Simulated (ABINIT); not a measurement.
# Quasiparticle gap of NaCl (Fm-3m) in ABINIT, part 2 of 3

How does a plane-wave GW calculation on NaCl (Fm-3m) run from the first input to the gap?

ABINIT 10.8.3; PBE and many-body steps on it, plane waves. Known limits of the many-body steps: not at the basis limit; coarse k mesh.

So far. Step 2 (Ground state): The gap is direct, at Γ.

The database entry behind the starting cell differs from later determinations by our own check (an axis about 0.4 % short against later determinations), so it need not match the best structure at ambient conditions.

### Step 3. Bands along the symmetry lines

Level of this step: DFT, PBE, plane waves, norm-conserving pseudopotentials (ABINIT).

Levels along a band path, at the cheap level, show where the edges lie and whether the meshes to come will hold them.

run.abi

```
acell 3*1.0 Angstrom
rprim 
  0.000000000000 2.810000000000 2.810000000000
  2.810000000000 0.000000000000 2.810000000000
  2.810000000000 2.810000000000 0.000000000000
ntypat 2
znucl 11 17
natom 2
typat 1 2
xred 
  0.000000000000 0.000000000000 0.000000000000
  0.500000000000 0.500000000000 0.500000000000
pp_dirpath "pseudos"
pseudos "Na.upf, Cl.upf"
ecut 38
iscf -2
irdden 1
kptopt 0
nkpt 50
kpt 
  0.00000000 0.00000000 0.00000000
  0.06250000 0.00000000 0.06250000
  0.12500000 0.00000000 0.12500000
  0.18750000 0.00000000 0.18750000
  0.25000000 0.00000000 0.25000000
  0.31250000 0.00000000 0.31250000
  0.37500000 0.00000000 0.37500000
  0.43750000 0.00000000 0.43750000
  0.50000000 0.00000000 0.50000000
  0.51562500 0.03125000 0.51562500
  0.53125000 0.06250000 0.53125000
  0.54687500 0.09375000 0.54687500
  0.56250000 0.12500000 0.56250000
  0.57812500 0.15625000 0.57812500
  0.59375000 0.18750000 0.59375000
  0.60937500 0.21875000 0.60937500
  0.62500000 0.25000000 0.62500000
  0.37500000 0.37500000 0.75000000
  0.32812500 0.32812500 0.65625000
  0.28125000 0.28125000 0.56250000
  0.23437500 0.23437500 0.46875000
  0.18750000 0.18750000 0.37500000
  0.14062500 0.14062500 0.28125000
  0.09375000 0.09375000 0.18750000
  0.04687500 0.04687500 0.09375000
  0.00000000 0.00000000 0.00000000
  0.06250000 0.06250000 0.06250000
  0.12500000 0.12500000 0.12500000
  0.18750000 0.18750000 0.18750000
  0.25000000 0.25000000 0.25000000
  0.31250000 0.31250000 0.31250000
  0.37500000 0.37500000 0.37500000
  0.43750000 0.43750000 0.43750000
  0.50000000 0.50000000 0.50000000
  0.50000000 0.46875000 0.53125000
  0.50000000 0.43750000 0.56250000
  0.50000000 0.40625000 0.59375000
  0.50000000 0.37500000 0.62500000
  0.50000000 0.34375000 0.65625000
  0.50000000 0.31250000 0.68750000
  0.50000000 0.28125000 0.71875000
  0.50000000 0.25000000 0.75000000
  0.50000000 0.21875000 0.71875000
  0.50000000 0.18750000 0.68750000
  0.50000000 0.15625000 0.65625000
  0.50000000 0.12500000 0.62500000
  0.50000000 0.09375000 0.59375000
  0.50000000 0.06250000 0.56250000
  0.50000000 0.03125000 0.53125000
  0.50000000 0.00000000 0.50000000
istwfk *1
nband 15
nbdbuf 2
tolwfr 1e-08
nstep 40
prtwf 0
prtvol 0
indata_prefix "in"
outdata_prefix "out"
tmpdata_prefix "tmp"
```

Started as:

```sh
$ OMP_NUM_THREADS=1 mpirun -n 4 abinit run.abi > log
```

Numbers of over 12 decimals in the logs are rounded to 6 here.

The program printed:

```text
.Version 10.8.3 of ABINIT. v10.8.2 released Aug 2026.

 Symmetries : space group Fm -3 m (#225); Bravais cF (face-center cubic)
[... echo of the input left out ...]
== DATASET  1 ==================================================================
-   mpi_nproc: 4, omp_nthreads: 1 (-1 if OMP is not activated)

--- !DatasetInfo
iteration_state: {dtset: 1, }
dimensions: {natom: 2, nkpt: 50, mband: 15, nsppol: 1, nspinor: 1, nspden: 1, mpw: 3383, }
cutoff_energies: {ecut:  38.0, pawecutdg:  -1.0, }
electrons: {nelect:   1.60000000E+01, charge:   0.00000000E+00, occopt:   1.00000000E+00, tsmear:   1.00000000E-02, }

 Real(R)+Recip(G) space primitive vectors, cartesian coordinates (Bohr,Bohr^-1):
 R(1)=  0.0000000  5.3101304  5.3101304  G(1)= -0.0941596  0.0941596  0.0941596
 R(2)=  5.3101304  0.0000000  5.3101304  G(2)=  0.0941596 -0.0941596  0.0941596
 R(3)=  5.3101304  5.3101304  0.0000000  G(3)=  0.0941596  0.0941596 -0.0941596
 Unit cell volume ucvol=  2.9946465E+02 bohr^3
 Angles (23,13,12)=  6.00000000E+01  6.00000000E+01  6.00000000E+01 degrees

 getcut: wavevector=  0.0000  0.0000  0.0000  ngfft=  45  45  45
         ecut(hartree)=     38.000   => boxcut(ratio)=   2.11142

--- Pseudopotential description ------------------------------------------------
- Na Generated using ONCVPSP code by D. R. Hamann
- 11.00000   9.00000  171031                  znucl, zion, pspdat
12 -101130 1 -1 1992                          pspcod,pspxc,lmax,lloc,mmax
     nproj     2     2     0
  pspatm : epsatm=    9.36084378
         --- l  ekb(1:nproj) -->
             0    2.667291   -0.676599
             1   -6.743718   -2.407365
 pspatm: atomic psp has been read  and splines computed

- Cl Generated using ONCVPSP code by D. R. Hamann
- 17.00000   7.00000  171031                  znucl, zion, pspdat
12 -101130 2 -1 1028                          pspcod,pspxc,lmax,lloc,mmax
     nproj     2     2     2
  pspatm : epsatm=    9.12776517
         --- l  ekb(1:nproj) -->
             0    8.139296    0.698720
[...]
pspatm: atomic psp has been read  and splines computed

--------------------------------------------------------------------------------

================================================================================
 prteigrs : about to open file out_EIG
 Non-SCF case, kpt    1 (  0.00000  0.00000  0.00000), residuals and eigenvalues=
  2.58E-09  1.15E-09  3.77E-09  7.43E-09  2.51E-09  1.33E-09  6.31E-09  9.73E-09
  3.49E-09  2.08E-09  2.26E-09  7.12E-09  3.05E-09  6.99E-09  7.82E-09
 -1.8170E+00 -7.8519E-01 -7.8519E-01 -7.8519E-01 -4.8579E-01 -1.9794E-02
 -1.9794E-02 -1.9794E-02  1.6946E-01  3.8673E-01  3.8673E-01  3.8673E-01
[...]
Non-SCF case, kpt    2 (  0.06250  0.00000  0.06250), residuals and eigenvalues=
  3.04E-09  4.70E-09  1.48E-09  3.14E-09  3.80E-09  7.14E-09  3.57E-09  5.97E-09
[...]
8.37E-09  7.83E-09  2.01E-09  2.43E-09  5.74E-09  3.45E-09  1.93E-09  3.70E-09
  9.69E-09  1.43E-09  7.80E-09  7.66E-09  8.39E-09  2.32E-09  3.73E-06
[...]
Non-SCF case, kpt   49 (  0.50000  0.03125  0.53125), residuals and eigenvalues=
[...]
Non-SCF case, kpt   50 (  0.50000  0.00000  0.50000), residuals and eigenvalues=
[...]
-1.8170E+00 -7.8596E-01 -7.8550E-01 -7.8550E-01 -4.7135E-01 -8.1725E-02
 -4.2038E-02 -4.2038E-02  2.5761E-01  2.7614E-01  3.9902E-01  5.2701E-01
[...]
--- !ResultsGS
iteration_state: {dtset: 1, }
comment   : Summary of ground state results
lattice_vectors:
- [  0.0000000,   5.3101304,   5.3101304, ]
- [  5.3101304,   0.0000000,   5.3101304, ]
- [  5.3101304,   5.3101304,   0.0000000, ]
lattice_lengths: [   7.50966,    7.50966,    7.50966, ]
lattice_angles: [ 60.000,  60.000,  60.000, ] # degrees, (23, 13, 12)
lattice_volume:   2.9946465E+02
convergence: {deltae:  0.000E+00, res2:  0.000E+00, residm:  9.952E-09, diffor:  0.000E+00, }
etotal    :  -6.22461254E+01
entropy   :   0.00000000E+00
fermie    :  -1.97941144E-02
cartesian_stress_tensor: null
pressure_GPa: null
xred      :
- [  0.0000E+00,   0.0000E+00,   0.0000E+00, Na]
- [  5.0000E-01,   5.0000E-01,   5.0000E-01, Cl]
cartesian_forces: null
force_length_stats: {min: null, max: null, mean: null, }

 Integrated electronic density in atomic spheres:
 ------------------------------------------------
 Atom  Sphere_radius  Integrated_density
[...]
================================================================================

 ----iterations are completed or convergence reached----

 Mean square residual over all n,k,spin=   45.837E-10; max=  99.517E-10
 reduced coordinates (array xred) for    2 atoms
       0.000000000000      0.000000000000      0.000000000000
       0.500000000000      0.500000000000      0.500000000000

 cartesian coordinates (angstrom) at end:
    1      0.000000     0.000000     0.000000
    2      2.810000     2.810000     2.810000
 length scales=  1.889726125908  1.889726125908  1.889726125908 bohr
              =  1.000000000000  1.000000000000  1.000000000000 angstroms
 prteigrs : about to open file out_EIG
 Eigenvalues (hartree) for nkpt=  50  k points:
 kpt#   1, nband= 15, wtk=  1.00000, kpt=  0.0000  0.0000  0.0000 (reduced coord)
[...]
kpt#   2, nband= 15, wtk=  1.00000, kpt=  0.0625  0.0000  0.0625 (reduced coord)
[...]
kpt#   3, nband= 15, wtk=  1.00000, kpt=  0.1250  0.0000  0.1250 (reduced coord)
[...]
kpt#  49, nband= 15, wtk=  1.00000, kpt=  0.5000  0.0313  0.5313 (reduced coord)
  -1.81699   -0.78595   -0.78551   -0.78551   -0.47133   -0.08141   -0.04252   -0.04227
   0.25891    0.27732    0.39778    0.51051    0.52752    0.54647    0.59143
 kpt#  50, nband= 15, wtk=  1.00000, kpt=  0.5000  0.0000  0.5000 (reduced coord)
  -1.81699   -0.78596   -0.78550   -0.78550   -0.47135   -0.08172   -0.04204   -0.04204
   0.25761    0.27614    0.39902    0.52701    0.52701    0.53315    0.59152

== END DATASET(S) ==============================================================
================================================================================

 -outvars: echo values of variables after computation  --------
            nband          15
             nkpt          50
          spgroup         225
 [... the other variables as echoed above ...]

 Calculation completed.
```

Run time: 23 s. Hardware: 4 MPI ranks of AMD EPYC 7571, shared host; peak memory 0.32 GiB; 91 s of CPU time.

Numbers from this step:

```yaml
gap: 5.150 eV
k_of_the_valence_top: 0, 0, 0
k_of_the_conduction_bottom: 0, 0, 0
least_direct_gap: 5.150 eV
```

The gap is 5.150 eV, as in the run before at this level.

Electronic bands along the path, in eV, zero at the top of the highest filled band; v1 is the highest filled band, c1 the lowest empty one:

```csv
point,v4,v3,v2,v1,c1,c2,c3,c4
Γ,-12.68,0.00,0.00,0.00,5.15,11.06,11.06,11.06
halfway,-12.47,-1.08,-0.32,-0.32,7.13,9.10,10.83,12.41
X,-12.29,-1.69,-0.61,-0.61,7.55,8.05,11.40,14.88
halfway,-12.28,-1.62,-0.77,-0.58,7.79,8.33,11.15,13.72
U,-12.28,-1.43,-1.13,-0.50,8.24,9.04,10.59,12.74
jump to K,-12.28,-1.43,-1.13,-0.50,8.24,9.04,10.59,12.74
halfway,-12.45,-1.24,-0.48,-0.16,7.32,9.68,10.76,11.84
Γ,-12.68,0.00,0.00,0.00,5.15,11.06,11.06,11.06
halfway,-12.51,-1.11,-0.14,-0.14,6.62,10.01,11.34,11.34
L,-12.34,-1.95,-0.27,-0.27,7.28,10.72,10.92,10.92
halfway,-12.30,-1.67,-0.77,-0.42,8.34,9.55,10.28,11.69
W,-12.27,-1.20,-1.20,-0.76,8.84,9.71,9.71,11.37
halfway,-12.28,-1.55,-0.80,-0.69,8.07,8.54,10.89,12.75
X,-12.29,-1.69,-0.61,-0.61,7.55,8.05,11.40,14.88
```

The electronic bands as a text plot (rows in eV, shown from -8.0 to 11.1 only):

```
   10.8 |++   +++++    ++++     +    ++++++    +++++++       ++
   10.0 |  +++             ++++++++++      +++++    +++++++++
    9.2 |     ++         +++                          +++++++
    8.4 |       ++++++++++++++++                      +     +++++
    7.6 |       +++++++++       +              +++++++        +++
    6.8 |    +++                 ++         +++
    6.0 |  ++                      ++    +++
    5.2 |++                          ++++
    4.4 |
    3.6 |
    2.8 |
    2.0 |
    1.2 |
    0.4 |*                           ****
   -0.4 | ****************************  *************************
   -1.2 |     *****     ***********         ***        ********
   -2.0 |          *****                       ********        **
   -2.8 |
   -3.6 |
   -4.4 |
   -5.2 |
   -6.0 |
   -6.8 |
   -7.6 |
         Γ           X  U|K            Γ         L        W     X
```

### Step 4. Empty states on the mesh, 4×4×4 mesh, 30 bands

The sums over transitions need many empty states on a uniform mesh; this step solves for them.

run.abi

```
acell 3*1.0 Angstrom
rprim 
  0.000000000000 2.810000000000 2.810000000000
  2.810000000000 0.000000000000 2.810000000000
  2.810000000000 2.810000000000 0.000000000000
ntypat 2
znucl 11 17
natom 2
typat 1 2
xred 
  0.000000000000 0.000000000000 0.000000000000
  0.500000000000 0.500000000000 0.500000000000
pp_dirpath "pseudos"
pseudos "Na.upf, Cl.upf"
ecut 38
ngkpt 4 4 4
nshiftk 1
shiftk 0 0 0
kptopt 1
chksymbreak 0
iscf -2
irdden 1
istwfk *1
nband 30
nbdbuf 4
tolwfr 1e-09
nstep 60
prtvol 0
indata_prefix "in"
outdata_prefix "out"
tmpdata_prefix "tmp"
```

The program printed:

```text
.Version 10.8.3 of ABINIT. v10.8.2 released Aug 2026.

 Symmetries : space group Fm -3 m (#225); Bravais cF (face-center cubic)
[... echo of the input left out ...]
== DATASET  1 ==================================================================
-   mpi_nproc: 4, omp_nthreads: 1 (-1 if OMP is not activated)

--- !DatasetInfo
iteration_state: {dtset: 1, }
dimensions: {natom: 2, nkpt: 8, mband: 30, nsppol: 1, nspinor: 1, nspden: 1, mpw: 3383, }
cutoff_energies: {ecut:  38.0, pawecutdg:  -1.0, }
electrons: {nelect:   1.60000000E+01, charge:   0.00000000E+00, occopt:   1.00000000E+00, tsmear:   1.00000000E-02, }

 Real(R)+Recip(G) space primitive vectors, cartesian coordinates (Bohr,Bohr^-1):
 R(1)=  0.0000000  5.3101304  5.3101304  G(1)= -0.0941596  0.0941596  0.0941596
 R(2)=  5.3101304  0.0000000  5.3101304  G(2)=  0.0941596 -0.0941596  0.0941596
 R(3)=  5.3101304  5.3101304  0.0000000  G(3)=  0.0941596  0.0941596 -0.0941596
 Unit cell volume ucvol=  2.9946465E+02 bohr^3
 Angles (23,13,12)=  6.00000000E+01  6.00000000E+01  6.00000000E+01 degrees

 getcut: wavevector=  0.0000  0.0000  0.0000  ngfft=  45  45  45
         ecut(hartree)=     38.000   => boxcut(ratio)=   2.11142

--- Pseudopotential description ------------------------------------------------
- Na Generated using ONCVPSP code by D. R. Hamann
- 11.00000   9.00000  171031                  znucl, zion, pspdat
12 -101130 1 -1 1992                          pspcod,pspxc,lmax,lloc,mmax
     nproj     2     2     0
  pspatm : epsatm=    9.36084378
         --- l  ekb(1:nproj) -->
             0    2.667291   -0.676599
             1   -6.743718   -2.407365
 pspatm: atomic psp has been read  and splines computed

- Cl Generated using ONCVPSP code by D. R. Hamann
- 17.00000   7.00000  171031                  znucl, zion, pspdat
12 -101130 2 -1 1028                          pspcod,pspxc,lmax,lloc,mmax
     nproj     2     2     2
  pspatm : epsatm=    9.12776517
         --- l  ekb(1:nproj) -->
             0    8.139296    0.698720
[...]
pspatm: atomic psp has been read  and splines computed

--------------------------------------------------------------------------------

================================================================================
 prteigrs : about to open file out_EIG
 Non-SCF case, kpt    1 (  0.00000  0.00000  0.00000), residuals and eigenvalues=
  5.54E-10  1.25E-10  5.78E-11  6.82E-10  5.44E-10  2.05E-10  2.60E-10  4.55E-10
  2.00E-10  6.90E-11  2.09E-10  7.68E-10  2.56E-10  8.22E-10  5.43E-11  2.29E-10
  3.96E-10  7.70E-10  8.86E-11  5.47E-10  4.74E-10  7.18E-10  1.76E-10  6.00E-10
  7.61E-10  2.10E-10  3.55E-10  3.04E-08  1.79E-07  3.33E-07
 -1.8170E+00 -7.8519E-01 -7.8519E-01 -7.8519E-01 -4.8579E-01 -1.9794E-02
 -1.9794E-02 -1.9794E-02  1.6946E-01  3.8673E-01  3.8673E-01  3.8673E-01
  4.6359E-01  4.6359E-01  5.2942E-01  6.1328E-01  6.1328E-01  6.1328E-01
  8.6349E-01  9.2179E-01  9.2179E-01  9.2179E-01  9.9486E-01  9.9486E-01
  9.9486E-01  1.0605E+00  1.0605E+00  1.2483E+00  1.2483E+00  1.2483E+00
 prteigrs : prtvol=0 or 1, do not print more k-points.

--- !ResultsGS
iteration_state: {dtset: 1, }
comment   : Summary of ground state results
lattice_vectors:
- [  0.0000000,   5.3101304,   5.3101304, ]
- [  5.3101304,   0.0000000,   5.3101304, ]
- [  5.3101304,   5.3101304,   0.0000000, ]
lattice_lengths: [   7.50966,    7.50966,    7.50966, ]
lattice_angles: [ 60.000,  60.000,  60.000, ] # degrees, (23, 13, 12)
lattice_volume:   2.9946465E+02
convergence: {deltae:  0.000E+00, res2:  0.000E+00, residm:  1.000E-09, diffor:  0.000E+00, }
etotal    :  -6.22461254E+01
entropy   :   0.00000000E+00
fermie    :  -1.97941144E-02
cartesian_stress_tensor: null
pressure_GPa: null
xred      :
- [  0.0000E+00,   0.0000E+00,   0.0000E+00, Na]
- [  5.0000E-01,   5.0000E-01,   5.0000E-01, Cl]
cartesian_forces: null
force_length_stats: {min: null, max: null, mean: null, }

 Integrated electronic density in atomic spheres:
 ------------------------------------------------
 Atom  Sphere_radius  Integrated_density
[...]
================================================================================

 ----iterations are completed or convergence reached----

 Mean square residual over all n,k,spin=   39.049E-11; max=  99.997E-11
 reduced coordinates (array xred) for    2 atoms
       0.000000000000      0.000000000000      0.000000000000
       0.500000000000      0.500000000000      0.500000000000

 cartesian coordinates (angstrom) at end:
    1      0.000000     0.000000     0.000000
    2      2.810000     2.810000     2.810000
 length scales=  1.889726125908  1.889726125908  1.889726125908 bohr
              =  1.000000000000  1.000000000000  1.000000000000 angstroms
 prteigrs : about to open file out_EIG
 Eigenvalues (hartree) for nkpt=   8  k points:
 kpt#   1, nband= 30, wtk=  0.01563, kpt=  0.0000  0.0000  0.0000 (reduced coord)
  -1.81703   -0.78519   -0.78519   -0.78519   -0.48579   -0.01979   -0.01979   -0.01979
   0.16946    0.38673    0.38673    0.38673    0.46359    0.46359    0.52942    0.61328
   0.61328    0.61328    0.86349    0.92179    0.92179    0.92179    0.99486    0.99486
   0.99486    1.06047    1.06047    1.24826    1.24826    1.24826
 prteigrs : prtvol=0 or 1, do not print more k-points.

== END DATASET(S) ==============================================================
================================================================================

 -outvars: echo values of variables after computation  --------
            nband          30
             nkpt           8
          spgroup         225
 [... the other variables as echoed above ...]

 Calculation completed.
```

Run time: 11 s. Hardware: 4 MPI ranks; peak memory 0.3 GiB.

Numbers from this step:

```yaml
gap: 5.150 eV
k_of_the_valence_top: 0, 0, 0
k_of_the_conduction_bottom: 0, 0, 0
least_direct_gap: 5.150 eV
k_points_computed: 8
lowest_point_of_the_top_converged_band_above_the_valence_top: 27.90 eV
```

On this mesh the gap is 5.150 eV.

### Step 5. Screening, 4×4×4 mesh, 26 bands, screening to 87.1 eV

The RPA dielectric matrix is built and inverted for each q.

This step: RPA screening on PBE, plane waves, norm-conserving pseudopotentials.

run.abi: that of step 4 with these lines changed.

```diff
@@ -20,10 +20,11 @@
 chksymbreak 0
-iscf -2
-irdden 1
 istwfk *1
-nband 30
-nbdbuf 4
-tolwfr 1e-09
-nstep 60
-prtvol 0
+occopt 1
+irdwfk 1
+optdriver 3
+nband 26
+ecuteps 3.2
+inclvkb 2
+awtr 1
+symchi 1
 indata_prefix "in"
```

The program printed:

```text
.Version 10.8.3 of ABINIT. v10.8.2 released Aug 2026.

 Symmetries : space group Fm -3 m (#225); Bravais cF (face-center cubic)
[... echo of the input left out ...]
== DATASET  1 ==================================================================
-   mpi_nproc: 4, omp_nthreads: 1 (-1 if OMP is not activated)

--- !DatasetInfo
iteration_state: {dtset: 1, }
dimensions: {natom: 2, nkpt: 8, mband: 26, nsppol: 1, nspinor: 1, nspden: 1, mpw: 3383, }
cutoff_energies: {ecut:  38.0, pawecutdg:  -1.0, }
electrons: {nelect:   1.60000000E+01, charge:   0.00000000E+00, occopt:   1.00000000E+00, tsmear:   1.00000000E-02, }

 SCREENING: Calculation of the susceptibility and dielectric matrices

 Based on a program developped by R.W. Godby, V. Olevano, G. Onida, and L. Reining.
 Incorporated in ABINIT by V. Olevano, G.-M. Rignanese, and M. Torrent.
.Using double precision arithmetic ; gwpc =  8

[... cell and pseudopotentials left out ...]
--------------------------------------------------------------------------------

 ==== K-mesh for the wavefunctions ====
 Number of points in the irreducible wedge :     8
[... list of points left out ...]
 Together with 48 symmetry operations and time-reversal symmetry
 yields    64 points in the full Brillouin Zone.

 ==== Q-mesh for the screening function ====
 Number of points in the irreducible wedge :     8
[... list of points left out ...]
 Together with 48 symmetry operations and time-reversal symmetry
 yields    64 points in the full Brillouin Zone.

 setmesh: FFT mesh size selected  =    27x   27x   27
          total number of points  =        19683

 vcoul_init : cutoff-mode = AUXILIARY_FUNCTION
 q-points for optical limit:   1
     1)      0.000010    0.000020    0.000030

- screening: taking advantage of time-reversal symmetry
- Maximum band index for partially occupied states nbvw = 8
- Remaining bands to be divided among processors   nbcw = 18
- Number of bands treated by each node ~4

 Number of electrons calculated from density =   16.0000; Expected =   16.0000
 average of density, n =  0.053429
 r_s =    1.6471
 omega_plasma =   22.2968 [eV]

 calculating chi0 at frequencies [eV] :
  1    0.000000E+00    0.000000E+00
  2    0.000000E+00    2.229681E+01

--------------------------------------------------------------------------------
  q-point number  1        q = ( 0.000000, 0.000000, 0.000000) [r.l.u.]
--------------------------------------------------------------------------------
[... chi0 elements left out ...]
 For q-point:  0.000010 0.000020 0.000030
  dielectric constant =   2.3555
  dielectric constant without local fields =   2.7714

  Average fulfillment of the sum rule on Im[epsilon] for q-point    1 :     26.52  [%]
[... wings left out ...]
  q-point number  2        q = ( 0.250000, 0.000000, 0.000000) [r.l.u.]
--------------------------------------------------------------------------------
[... chi0 elements left out ...]
  Average fulfillment of the sum rule on Im[epsilon] for q-point    2 :     42.63  [%]

 [... 6 further q-points ...]
```

The job ended after 11 s (4 MPI ranks; peak memory 0.5 GiB; 41 s of CPU time).

This step gave:

* ε∞ with local fields, on this mesh, along the program's q direction: 2.356
* the same without local fields: 2.771
* plasma frequency: 22.30 eV
* plane waves in the screening matrix: 65

Local fields lower ε∞ by 15 %. On a Γ-centred mesh this coarse the value itself is usually too large, while a short band sum pulls it down.

(Part 2 of 3 ends here.)

[Paths, hosts, dates, memory and timing lines, banners, echoed tables and standing remarks are left out of the program output.]

[Logs are printed without paths, hosts, clocks, repeated set-up lines and the standing remarks that a program may print on its own settings, such as how far it seeks lower states.]

[Runs of the session that timed out or met a known fault of the program may be left out.]

[Hosts, paths, dates, database ids (printed as entryN), source tags and the programs' standing remarks are cut or masked in the printed files.]

[G0W0 gaps are taken among the corrected bands and points alone; a level outside them can change the order at an edge.]

[Where Ansatz stands beside ABINIT at settings called matched, ABINIT's density can come from a denser mesh and the files from another edition; pairs whose starting gaps differed by over 0.03 eV were left out, so agreement reads better than it is.]
